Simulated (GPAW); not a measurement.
Computed results, one entry a study.

```cif
data_pbse
_symmetry_space_group_name_H-M 'Fm-3m'
_symmetry_Int_Tables_number 225
_cell_length_a 6.1213
_cell_length_b 6.1213
_cell_length_c 6.1213
_cell_angle_alpha 90.000
_cell_angle_beta 90.000
_cell_angle_gamma 90.000
_cell_volume 229.37
loop_
_atom_site_label
_atom_site_type_symbol
_atom_site_symmetry_multiplicity
_atom_site_Wyckoff_symbol
_atom_site_fract_x
_atom_site_fract_y
_atom_site_fract_z
_atom_site_occupancy
Pb1 Pb 4 a 0.00000 0.00000 0.00000 1
Se1 Se 4 b 0.50000 0.00000 0.00000 1
_calc_subject 'A GW chain in GPAW: PbSe (Clausthalite)'
_calc_method 'DFT, PBE, plane waves, PAW (and 1 further level or step)'
_calc_program 'GPAW 26.7.0'
_calc_settings 'cutoff 450 eV, GPAW PAW setups 1.2.1 data release, 4×4×4 k-mesh, nbands 249'
_calc_cost '3 runs, 85 s in all on 4 MPI ranks of AMD EPYC 9R14 (Zen 4), shared host'
_calc_notes 'The cell and positions come from the Crystallography Open Database and are kept as given unless a step says otherwise. Limits: no spin-orbit coupling. The 4×4×4 mesh is coarse for this cell, which bears on the long-range parts of exchange and screening.'
_calc_pbe_gap '0.24 eV, direct'
_calc_g0w0_gap_on_the_mesh '0.34 eV'
_calc_gw_settings '4×4×4 mesh, 239 bands, screening to 150 eV, Godby-Needs plasmon pole'
_calc_known_limits 'short of the basis limit; model gap, bands may invert with spin-orbit coupling; no spin-orbit coupling; coarse k mesh'
```

[Long decimals in the printed logs are rounded to 6 places.]

[Logs are printed without paths, hosts, clocks, repeated set-up lines and the standing remarks that a program may print on its own settings, such as how far it seeks lower states.]

[Paths, hosts, dates, memory and timing lines, banners, echoed tables and standing remarks are left out of the program output; an Ansatz launch command may be rebuilt from the run's recorded settings. Measured values are a selection of at most five: reports struck by readers or far from the other reports are left out. None is set beside runs whose start may be inverted or whose files or cutoffs have a known fault.]

[Runs of the session that timed out or met a known fault of the program may be left out.]

[Hosts, paths, dates, database ids (printed as entryN), source tags and the programs' standing remarks are cut or masked in the printed files.]

[Where the starting crystal was built by hand or by swapping elements, it need not be the compound's stable phase.]
